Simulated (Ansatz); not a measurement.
## Work function of Ca(110): what the settings cost and change

Aim: the work function of Ca(110) across levels of theory at one geometry.

Method: plane-wave DFT, PBE, Ansatz PAW, in the first sound run; inputs show where later runs differ, in Ansatz 0.2.0.

## Step 1: The starting structure

The cell holds 7 atoms: 7 Ca. Cell: a = 5.580 Å, b = 3.946 Å, c = 29.837 Å, α = 90.0°, β = 90.0°, γ = 90.0°. Vacuum lies along c.

## Step 2: Slab, setting PBE, Ansatz PAW (420 eV)

A work function rests on the faint tail of the density, so the SCF threshold is tight. PBE on the default files comes first; the next runs keep the geometry and change functional or files, each at the cutoff that its files recommend; a relaxation and, for heavy metals, spin-orbit coupling close the ladder.

The input, input.yaml:

```yaml
crystal:
  lattice:
    - [5.58, 0.0, 0.0]
    - [0.0, 3.945655839, 0.0]
    - [0.0, 0.0, 29.8369675171]
  atoms:
    - { symbol: Ca, position: [0.0, 0.0, 0.3016392331] }
    - { symbol: Ca, position: [0.5, 0.5, 0.3677594887] }
    - { symbol: Ca, position: [0.0, 0.0, 0.4338797444] }
    - { symbol: Ca, position: [0.5, 0.5, 0.5] }
    - { symbol: Ca, position: [0.0, 0.0, 0.5661202556] }
    - { symbol: Ca, position: [0.5, 0.5, 0.6322405113] }
    - { symbol: Ca, position: [0.0, 0.0, 0.6983607669] }
kpoints:
  mp_grid: { grid: [8, 10, 1] }
hamiltonian:
  xc: pbe
scf:
  occupations: { method: fermi_dirac, width: 0.1 }
  convergence: { dr2_threshold: 1.0e-09 }
efield:
  axis: 3
  dipole_correction: true
  ramp_position: 0.97
  ramp_width: 0.06
output:
  write_potential: true
  write_density: true
  volumetric_format: npy
  elf: true
```

Run with:

```console
ansatz run input.yaml --threads 2 --pin off --max-ram 3072MiB --backend cpu --events-out ev --progress --plain --runs-dir out
```

Numbers of over 12 decimals in the logs are rounded to 6 here.

Output:

```text
Engine: ansatz 0.2.0, aarch64-unknown-linux-gnu
Pseudopotentials: kind: paw
Pseudopotential: Ca, paw, valence charge 10, recommended cutoff 420 eV (normal), Ca.paw.azcp
Functional definition: PBE
  parameter kappa = 0.804
  parameter beta = 0.066725
  exchange = pbe_x(kappa = kappa, mu = beta*pi^2/3)
  correlation = pbe_c(beta = beta)
Crystal: 7 atoms, lattice volume = 656.913 Å³
Basis set: ecut = 420 eV, 12925 PW (Γ)
Bands: 42, of which v1, the nominal top of the filled ones, is band 35 counted from 1 (34 counted from 0)
Symmetry: 4 space group operations
k-points: 30 of 80
Non-local potential: Ca, projectors of the file, l = 0: 3, l = 1: 2, l = 2: 2
PAW form: soft (Blöchl's): semilocal exchange-correlation on the pseudo side does not see the compensation charge
PAW one-centre angular grid: Ca, 110 points (default); XC on 64 Gauss nodes
Initial density: superposition of atomic densities (neutral atoms: chi_scale 0, normalization atom), corrected by the library's trained network
Initial wavefunctions: pseudopotential atomic-orbital guess
Functional: x = pbe(κ = 0.804, μ = 0.219515), c = pbe(β = 0.066725)
SCF iter   1: F=—  HF=-12716.734360 eV  |F-HF|=—  |Δ(HF+E_count)|=         —  Δρ=2.05e-3  dr2=1.47e0  ethr=1.77e-3  p=0.000 e·Å  D=1.32e-14 V/Å  ΔV_dip=-0.00 eV  dr2_dipole=1.60e-8  V_vac-E_F(+/−)=2.48/2.48 eV  ⟨swp⟩=15.5  Hψ=17629  notcnv=0  defer=1
efield: sawtooth ramp at fractional position 0.9700 (set: `efield.ramp_position`, or a place that a band, a saddle search or an elastic batch's reference lends), width 0.0600; the density the first Hamiltonian is built on has a dipole p = 0.000 e·Å; the dipole correction subtracts the counter field D = 1.32e-14 V/Å, which shifts the + side's vacuum level by -0.00 eV against the − side's; the planar-averaged density in the ramp window peaks in size at 9.7e-6 e/Å³
automatic band count: the SCF goes on with 49 bands, as 42 were too few: the levels above may hold too much charge
preconditioner: auto → LDOS  [metal: Δε(μ)=0.004 eV  Ē_g=2.264 eV  σ=0.100 eV  W_gap=0.01  n_scr=64 (ndim 8)  ℏωp=5.4 eV  f_vac=0.465  D(μ)=9.88/eV (n_scr^D=46)  β→1.0]
SCF iter   2: F=—  HF=-12716.684488 eV  |F-HF|=—  |Δ(HF+E_count)|=   4.99e-2  Δρ=7.55e-4  dr2=6.35e-3  ethr=1.77e-3  p=-0.000 e·Å  D=-3.05e-6 V/Å  ΔV_dip=0.00 eV  dr2_dipole=2.79e-8  V_vac-E_F(+/−)=2.72/2.72 eV  ⟨swp⟩=2.2  Hψ=1765  notcnv=0
SCF iter   3: F=—  HF=-12716.685879 eV  |F-HF|=—  |Δ(HF+E_count)|=   1.39e-3  Δρ=6.25e-4  dr2=9.45e-3  ethr=9.08e-6  p=-0.000 e·Å  D=-2.81e-6 V/Å  ΔV_dip=0.00 eV  dr2_dipole=9.07e-11  V_vac-E_F(+/−)=2.75/2.75 eV  ⟨swp⟩=2.7  Hψ=2917  notcnv=0
SCF iter   4: F=—  HF=-12716.684996 eV  |F-HF|=—  |Δ(HF+E_count)|=   8.83e-4  Δρ=1.79e-4  dr2=3.18e-4  ethr=9.08e-6  p=-0.000 e·Å  D=-1.34e-6 V/Å  ΔV_dip=0.00 eV  dr2_dipole=1.59e-10  V_vac-E_F(+/−)=2.78/2.78 eV  ⟨swp⟩=2.0  Hψ=2208  notcnv=0
SCF iter   5: F=—  HF=-12716.684976 eV  |F-HF|=—  |Δ(HF+E_count)|=   1.95e-5  Δρ=3.05e-5  dr2=2.36e-5  ethr=4.55e-7  p=-0.000 e·Å  D=-4.19e-7 V/Å  ΔV_dip=0.00 eV  dr2_dipole=4.12e-11  V_vac-E_F(+/−)=2.79/2.79 eV  ⟨swp⟩=2.0  Hψ=2427  notcnv=0
SCF iter   6: F=—  HF=-12716.684989 eV  |F-HF|=—  |Δ(HF+E_count)|=   1.33e-5  Δρ=1.33e-5  dr2=2.01e-6  ethr=3.38e-8  p=-0.000 e·Å  D=-8.70e-8 V/Å  ΔV_dip=0.00 eV  dr2_dipole=6.47e-13  V_vac-E_F(+/−)=2.80/2.80 eV  ⟨swp⟩=2.2  Hψ=2470  notcnv=0
SCF iter   7: F=—  HF=-12716.684850 eV  |F-HF|=—  |Δ(HF+E_count)|=   1.39e-4  Δρ=6.07e-6  dr2=2.97e-7  ethr=2.87e-9  p=-0.000 e·Å  D=-3.93e-8 V/Å  ΔV_dip=0.00 eV  dr2_dipole=2.04e-13  V_vac-E_F(+/−)=2.80/2.80 eV  ⟨swp⟩=2.2  Hψ=2494  notcnv=0
SCF iter   8: F=—  HF=-12716.684850 eV  |F-HF|=—  |Δ(HF+E_count)|=   9.00e-8  Δρ=1.59e-6  dr2=5.25e-8  ethr=4.24e-10  p=-0.000 e·Å  D=-5.48e-9 V/Å  ΔV_dip=0.00 eV  dr2_dipole=1.52e-14  V_vac-E_F(+/−)=2.80/2.80 eV  ⟨swp⟩=2.0  Hψ=2444  notcnv=0
SCF iter   9: F=—  HF=-12716.684850 eV  |F-HF|=—  |Δ(HF+E_count)|=   8.64e-9  Δρ=4.35e-7  dr2=4.98e-9  ethr=7.49e-11  p=-0.000 e·Å  D=-2.66e-9 V/Å  ΔV_dip=0.00 eV  dr2_dipole=5.57e-19  V_vac-E_F(+/−)=2.80/2.80 eV  ⟨swp⟩=3.0  Hψ=2745  notcnv=0
SCF iter  10: F=-12716.684850 eV  HF=-12716.684850 eV  |F-HF|=1.04e-10  |Δ(HF+E_count)|=   1.22e-9  Δρ=1.17e-7  dr2=2.19e-10  ethr=1.43e-12  p=0.000 e·Å  D=2.12e-9 V/Å  ΔV_dip=-0.00 eV  dr2_dipole=1.03e-13  V_vac-E_F(+/−)=2.80/2.80 eV  ⟨swp⟩=13.2  Hψ=4736  notcnv=0
SCF 1 converged in 10 iterations: F = -12716.684850 eV  dr2 = 2.19e-10
  greatest PAW one-centre occupation: 0.996 electrons in one spin orbital (limit 2), on the Ca atom at site 0 (counted from 0), in its partial waves of l = 0
WARN: The output density's exchange-correlation potential varies sharply where the density is thin. Do not read a vacuum level from v_tot or v_xc, or from such a field of the output density. On a cell that repeats whose density bears no net charge and no dipole along the vacuum's axis use v_es (v_loc + v_h of the components); under efield.dipole_correction with no amplitude use v_es + v_field, which holds any externa [...]
SCF converged after 10 iterations
Free energy (F): -12716.684850 eV
Harris-Foulkes:  -12716.684850 eV  (|F-HF|=1.04e-10)
Internal energy: -12716.369110 eV  (E = F + TS)
E sigma→0 (E₀):  -12716.526980 eV
Entropy (-TS):   -0.315740 eV (-45.106 meV/atom)
Fermi energy:    0.784654 eV
Dipole field:    D = 0.000000 V/Å  (p = 0.000001 e·Å, saw-weighted, corrected)
Work function:   Φ+ = 2.8000 eV   Φ− = 2.8001 eV
Levels:          The Fermi level and band energies are counted from a zero that moves with the ramp; work functions are not
--- Per-component energies (eV) ---
  E_band       = -1533.563478
  E_kinetic    = 1923.561449
  E_local      = -35236.368756  (includes V_loc(G=0)·N_el)
  E_nonlocal   = 445.368734
  E_hartree    = 16483.233470
  E_xc         = -948.151710
  E_vxc        = -1181.525848  (∫ρ·V_xc dr)
  E_paw        = -6007.458709  (= ΣΔE_a)
  E_vpaw       = -451.066111  (= ΣTr[D̂ρ^β])
  E_aug_tail   = -0.000043  (compensation charges beyond the density's cutoff)
  E_efield     = 0.000000  (sawtooth field / dipole correction)
  E_vefield    = 0.000000  (∫n·V_field dr)
  E_ewald      = 10623.446454
  E_smearing   = -0.315740  (= −TS)
  E_closure    = 0.000000  (closes the sum)
  Σ components = -12716.684850   (vs F -12716.684850, Δ=0.00e0)
--- Band table (eV; the first three rows and the last of 30) ---
  k-point 0: bands = [... 31 lower, -0.9257, 0.0042, 0.4835, 0.7579, 0.8660, 1.2076, 1.4148, 1.5406, ... 10 higher]
  k-point 1: bands = [... 31 lower, -0.8296, 0.0883, 0.5654, 0.8028, 0.9510, 1.2387, 1.4474, 1.5140, ... 10 higher]
  k-point 2: bands = [... 31 lower, -0.5564, 0.3134, 0.7780, 0.9112, 1.1466, 1.2771, 1.4534, 1.4731, ... 10 higher]
  k-point 29: bands = [... 31 lower, 0.4852, 0.5940, 0.6207, 0.6598, 0.7421, 0.8370, 0.9742, 1.0775, ... 10 higher]
```

Elapsed: 2.4 min, on 2 threads of Arm Neoverse N1, shared host; peak memory 1.3 GiB.

In the SCF lines HF is the Harris–Foulkes energy and dr2 the Hartree energy of the density residual, in eV; the loop may stop once dr2 is under the threshold and the program's other checks hold. Hψ counts applications of the Hamiltonian.

Numbers from this step:

* energy at zero smearing: -12716.5270 eV
* work function, upper face: 2.800 eV

Running mean over 1.973 Å of the planar mean; the ramp of the sawtooth is left out. Table of electron's electrostatic potential energy less the Fermi level by z:

z (Å), electron's electrostatic potential energy less the Fermi level (eV) and a bar from the least value:
```
        4       2.80 ##############################
        5       2.78 ##############################
        6       2.68 #############################
        7       2.14 ###########################
        8      -0.38 #############
        9      -2.77 #
       10      -2.93 
       11      -2.79 #
       12      -2.79 #
       13      -2.82 #
       14      -2.82 #
       15      -2.81 #
       16      -2.82 #
       17      -2.82 #
       18      -2.79 #
       19      -2.81 #
       20      -2.95 
       21      -2.61 ##
       22       0.22 #################
       23       2.30 ###########################
       24       2.71 ##############################
       25       2.79 ##############################
       26       2.80 ##############################
```

ELF in the ca plane at fractional y = 0.000, with atoms of Ca within 0.2 Å of it. It is the smooth field of the valence electrons, not physical close to the nuclei.

Values, 8 rows by 16 columns, each cell a mean:
```
0.25 0.30 0.46 0.81 0.22 0.27 0.49 0.81 0.21 0.30 0.51 0.81 0.19 0.21 0.11 0.01
0.28 0.50 0.16 0.23 0.24 0.47 0.15 0.23 0.25 0.52 0.18 0.23 0.10 0.23 0.08 0.01
0.61 0.56 0.49 0.41 0.53 0.54 0.49 0.41 0.54 0.59 0.56 0.37 0.33 0.18 0.04 0.01
0.60 0.47 0.60 0.63 0.55 0.45 0.61 0.63 0.55 0.49 0.65 0.58 0.35 0.12 0.02 0.00
0.62 0.49 0.60 0.62 0.56 0.48 0.60 0.61 0.55 0.52 0.66 0.58 0.36 0.13 0.03 0.00
0.55 0.57 0.38 0.27 0.47 0.55 0.37 0.27 0.48 0.60 0.44 0.23 0.26 0.20 0.05 0.01
0.22 0.44 0.20 0.42 0.18 0.41 0.20 0.42 0.20 0.45 0.22 0.43 0.09 0.23 0.09 0.01
0.29 0.27 0.53 0.83 0.26 0.24 0.56 0.82 0.25 0.27 0.58 0.83 0.23 0.21 0.12 0.01
```
Columns run along c (16.0 Å, from fractional 0.33 to 0.87 of the cell), rows up along a (5.6 Å). Atoms in or near the plane, at fractional coordinates: Ca at (0.43, 0.00), Ca at (0.57, 0.00), Ca at (0.70, 0.00).

Valence density in the ca plane at fractional y = 0.000, with atoms of Ca within 0.2 Å of it. It is the smooth field of the valence electrons, not physical close to the nuclei.

Ten steps, logarithmic in the rise over the least value, from '0' (0.0 e/Å³) to '9' (6.3 e/Å³), each cell a mean:
```
52111147998521111489984211125899741000000000
31111125776311111357753111113677521000000000
11111112343111111123421111111343210000000000
11111111111111111111111111111111100000000000
11111111111111111111111111111110000000000000
11111111111111111111111111111110000000000000
11111111111111111111111111111100000000000000
11111111111111111111111111111100000000000000
11111111111111111111111111111100000000000000
11111111111111111111111111111110000000000000
11111111111111111111111111111111000000000000
11111111222111111112221111111222100000000000
21111124564211111245642111112465420000000000
42111137887411111478874111114788731000000000
52111148998521112589985211125899841000000000
```
Columns run along c (16.0 Å, from fractional 0.33 to 0.87 of the cell), rows up along a (5.6 Å). Atoms in or near the plane, at fractional coordinates: Ca at (0.43, 0.00), Ca at (0.57, 0.00), Ca at (0.70, 0.00).

Electrostatic potential energy in the ca plane at fractional y = 0.000, with atoms of Ca within 0.2 Å of it. With pseudopotentials it is smooth inside the atoms' cores, unlike the true potential.

Values in eV, 8 rows by 16 columns, each cell a mean:
```
 -6   2 -17 -38  -5   1 -19 -37  -4   1 -20 -37  -5   2   3   4
  0   3  -2  -6   1   3  -2  -6   1   3  -3  -7   0   3   3   4
  3   3   3   3   3   3   3   3   3   3   3   2   3   3   4   4
  3   2   4   4   3   2   4   4   3   2   3   4   4   4   4   4
  3   2   4   4   3   2   4   4   3   2   3   4   4   4   4   4
  2   3   2   1   3   3   2   1   3   3   2   1   2   3   4   4
 -1   2  -5 -14  -1   2  -5 -14   0   2  -6 -14  -1   3   3   4
 -8   1 -21 -44  -7   1 -23 -43  -6   1 -25 -43  -7   2   3   4
```
Columns run along c (16.0 Å, from fractional 0.33 to 0.87 of the cell; values clipped at the 3rd and 97th percentile), rows up along a (5.6 Å). Atoms in or near the plane, at fractional coordinates: Ca at (0.43, 0.00), Ca at (0.57, 0.00), Ca at (0.70, 0.00).

The work function is 2.800 eV.

## Step 3: Run

This step: plane-wave DFT, LDA, Ansatz PAW (Ansatz 0.2.0).

input.yaml, as its differences from that of step 2:

```diff
@@ -16,3 +16,3 @@
 hamiltonian:
-  xc: pbe
+  xc: lda
 scf:
@@ -29,2 +29 @@
   volumetric_format: npy
-  elf: true
```

Output:

```text
[...]
Crystal: 7 atoms, lattice volume = 656.913 Å³
Basis set: ecut = 420 eV, 12925 PW (Γ)
Bands: 42, of which v1, the nominal top of the filled ones, is band 35 counted from 1 (34 counted from 0)
Symmetry: 4 space group operations
k-points: 30 of 80
[...]
k-point 0: bands = [... 31 lower, -1.0805, -0.1503, 0.2997, 0.6064, 0.6629, 1.0080, 1.2027, 1.3747, ... 10 higher]
  k-point 1: bands = [... 31 lower, -0.9837, -0.0649, 0.3831, 0.6494, 0.7521, 1.0394, 1.2366, 1.3437, ... 10 higher]
  k-point 2: bands = [... 31 lower, -0.7098, 0.1609, 0.6018, 0.7496, 0.9638, 1.0794, 1.2712, 1.2718, ... 10 higher]
  k-point 29: bands = [... 31 lower, 0.2814, 0.4889, 0.5161, 0.5346, 0.6139, 0.6863, 0.7784, 0.8791, ... 10 higher]
[key lines of the parts left out:]
SCF converged after 10 iterations
Free energy (F): -12406.456682 eV
Fermi energy:    0.627210 eV
Dipole field:    D = 0.000000 V/Å  (p = 0.000001 e·Å, saw-weighted, corrected)
Work function:   Φ+ = 2.9186 eV   Φ− = 2.9186 eV
```

It took 2.4 min on 2 threads; peak memory 1.3 GiB; 4.7 min of CPU time.

The work function is 2.919 eV, +0.119 eV from the run “PBE, Ansatz PAW (420 eV)”, at 0.98 times its CPU time.

## Step 4: Slab

This step: plane-wave DFT, PBEsol, Ansatz PAW (Ansatz 0.2.0).

input.yaml, as its differences from that of step 3:

```diff
@@ -16,3 +16,3 @@
 hamiltonian:
-  xc: lda
+  xc: pbesol
 scf:
```

Output:

```text
[...]
Crystal: 7 atoms, lattice volume = 656.913 Å³
Basis set: ecut = 420 eV, 12925 PW (Γ)
Bands: 42, of which v1, the nominal top of the filled ones, is band 35 counted from 1 (34 counted from 0)
Symmetry: 4 space group operations
k-points: 30 of 80
[...]
k-point 0: bands = [... 31 lower, -0.9761, -0.0465, 0.4340, 0.7091, 0.8149, 1.1580, 1.3625, 1.4895, ... 10 higher]
  k-point 1: bands = [... 31 lower, -0.8798, 0.0380, 0.5164, 0.7544, 0.9004, 1.1891, 1.3960, 1.4627, ... 10 higher]
  k-point 2: bands = [... 31 lower, -0.6059, 0.2642, 0.7307, 0.8636, 1.0979, 1.2263, 1.4016, 1.4242, ... 10 higher]
  k-point 29: bands = [... 31 lower, 0.4269, 0.5512, 0.5789, 0.6149, 0.6985, 0.7916, 0.9210, 1.0223, ... 10 higher]
[key lines of the parts left out:]
SCF converged after 10 iterations
Free energy (F): -12554.605603 eV
Fermi energy:    0.736451 eV
Dipole field:    D = 0.000000 V/Å  (p = 0.000001 e·Å, saw-weighted, corrected)
Work function:   Φ+ = 2.8318 eV   Φ− = 2.8318 eV
```

Elapsed: 2.4 min, on 2 threads; peak memory 1.3 GiB.

The work function is 2.832 eV, +0.032 eV from the run “PBE, Ansatz PAW (420 eV)”, at 0.98 times its CPU time.

## Step 5: Slab

This step: plane-wave DFT, RPBE, Ansatz PAW (Ansatz 0.2.0).

input.yaml, as its differences from that of step 4:

```diff
@@ -16,3 +16,3 @@
 hamiltonian:
-  xc: pbesol
+  xc: rpbe
 scf:
```

Output:

```text
[...]
Crystal: 7 atoms, lattice volume = 656.913 Å³
Basis set: ecut = 420 eV, 12925 PW (Γ)
Bands: 42, of which v1, the nominal top of the filled ones, is band 35 counted from 1 (34 counted from 0)
Symmetry: 4 space group operations
k-points: 30 of 80
[...]
k-point 0: bands = [... 31 lower, -0.8319, 0.0950, 0.5839, 0.8420, 0.9755, 1.3112, 1.5263, 1.6319, ... 10 higher]
  k-point 1: bands = [... 31 lower, -0.7363, 0.1782, 0.6646, 0.8874, 1.0580, 1.3422, 1.5579, 1.6071, ... 10 higher]
  k-point 2: bands = [... 31 lower, -0.4640, 0.4021, 0.8729, 0.9989, 1.2445, 1.3805, 1.5513, 1.5791, ... 10 higher]
  k-point 29: bands = [... 31 lower, 0.6006, 0.6576, 0.6841, 0.7317, 0.8151, 0.9194, 1.0842, 1.1845, ... 10 higher]
[key lines of the parts left out:]
SCF converged after 10 iterations
Free energy (F): -12747.297352 eV
Fermi energy:    0.873118 eV
Dipole field:    D = 0.000000 V/Å  (p = 0.000001 e·Å, saw-weighted, corrected)
Work function:   Φ+ = 2.7265 eV   Φ− = 2.7265 eV
```

The job ended after 2.4 min (2 threads; peak memory 1.3 GiB).

The work function is 2.726 eV, -0.074 eV from the run “PBE, Ansatz PAW (420 eV)”, at 0.97 times its CPU time.

## Step 6: Slab

This step: plane-wave DFT, r2SCAN, Ansatz PAW (Ansatz 0.2.0).

input.yaml, as its differences from that of step 5:

```diff
@@ -16,3 +16,3 @@
 hamiltonian:
-  xc: rpbe
+  xc: r2scan
 scf:
```

Output:

```text
[...]
Crystal: 7 atoms, lattice volume = 656.913 Å³
Basis set: ecut = 500 eV, 16723 PW (Γ), exchange–correlation on 180×120×900 points (64 copies of the dense FFT grid, shifted against one another)
Bands: 42, of which v1, the nominal top of the filled ones, is band 35 counted from 1 (34 counted from 0)
Symmetry: 4 space group operations
k-points: 30 of 80
[...]
k-point 0: bands = [... 31 lower, -1.0499, -0.0601, 0.5302, 0.7400, 0.9734, 1.3187, 1.5715, 1.5894, ... 10 higher]
  k-point 1: bands = [... 31 lower, -0.9478, 0.0285, 0.6140, 0.7934, 1.0536, 1.3502, 1.5704, 1.5952, ... 10 higher]
  k-point 2: bands = [... 31 lower, -0.6552, 0.2719, 0.8259, 0.9302, 1.2237, 1.3838, 1.5301, 1.5636, ... 10 higher]
  k-point 29: bands = [... 31 lower, 0.4786, 0.5095, 0.5587, 0.5835, 0.6825, 0.8283, 1.0599, 1.1108, ... 10 higher]
[key lines of the parts left out:]
SCF converged after 11 iterations
Free energy (F): -12750.247706 eV
Fermi energy:    0.790871 eV
Dipole field:    D = 0.000000 V/Å  (p = 0.000000 e·Å, saw-weighted, corrected)
Work function:   Φ+ = 2.8295 eV   Φ− = 2.8295 eV
```

It took 5.7 min on 2 threads; peak memory 2.5 GiB; 11 min of CPU time.

The work function is 2.830 eV, +0.029 eV from the run “PBE, Ansatz PAW (420 eV)”, at 2.3 times its CPU time.

## Step 7: Run

This step: plane-wave DFT, PBE, JTH PAW (Ansatz 0.2.0).

input.yaml, as its differences from that of step 6:

```diff
@@ -16,3 +16,4 @@
 hamiltonian:
-  xc: r2scan
+  xc: pbe
+  pseudopotentials: { kind: paw, source: jth }
 scf:
```

Output:

```text
[...]
k-point 0: bands = [... 31 lower, -0.9177, 0.0123, 0.4926, 0.7665, 0.8752, 1.2168, 1.4243, 1.5487, ... 10 higher]
  k-point 1: bands = [... 31 lower, -0.8217, 0.0964, 0.5745, 0.8114, 0.9600, 1.2479, 1.4569, 1.5222, ... 10 higher]
  k-point 2: bands = [... 31 lower, -0.5484, 0.3215, 0.7870, 0.9200, 1.1554, 1.2862, 1.4620, 1.4824, ... 10 higher]
  k-point 29: bands = [... 31 lower, 0.4939, 0.6013, 0.6281, 0.6676, 0.7500, 0.8455, 0.9828, 1.0865, ... 10 higher]
[key lines of the parts left out:]
SCF converged after 14 iterations
Free energy (F): -12715.019840 eV
Fermi energy:    0.793027 eV
Dipole field:    D = -0.000000 V/Å  (p = -0.000000 e·Å, saw-weighted, corrected)
Work function:   Φ+ = 2.8006 eV   Φ− = 2.8006 eV
```

Elapsed: 7.5 min, on 2 threads; peak memory 2.4 GiB.

The work function is 2.801 eV, +0.001 eV from the run “PBE, Ansatz PAW (420 eV)”, at 3.1 times its CPU time.

(Part 1 of 2 ends here.)

[Logs are printed without paths, hosts, clocks, repeated set-up lines and the standing remarks that a program may print on its own settings, such as how far it seeks lower states.]

[Hosts, paths, dates, database ids (printed as entryN), source tags and the programs' standing remarks are cut or masked in the printed files.]

[Maps of the electrostatic potential energy from Ansatz leave out the sawtooth potential of an applied field or a dipole correction, so their vacuum need not be flat; planar profiles and work functions include it.]
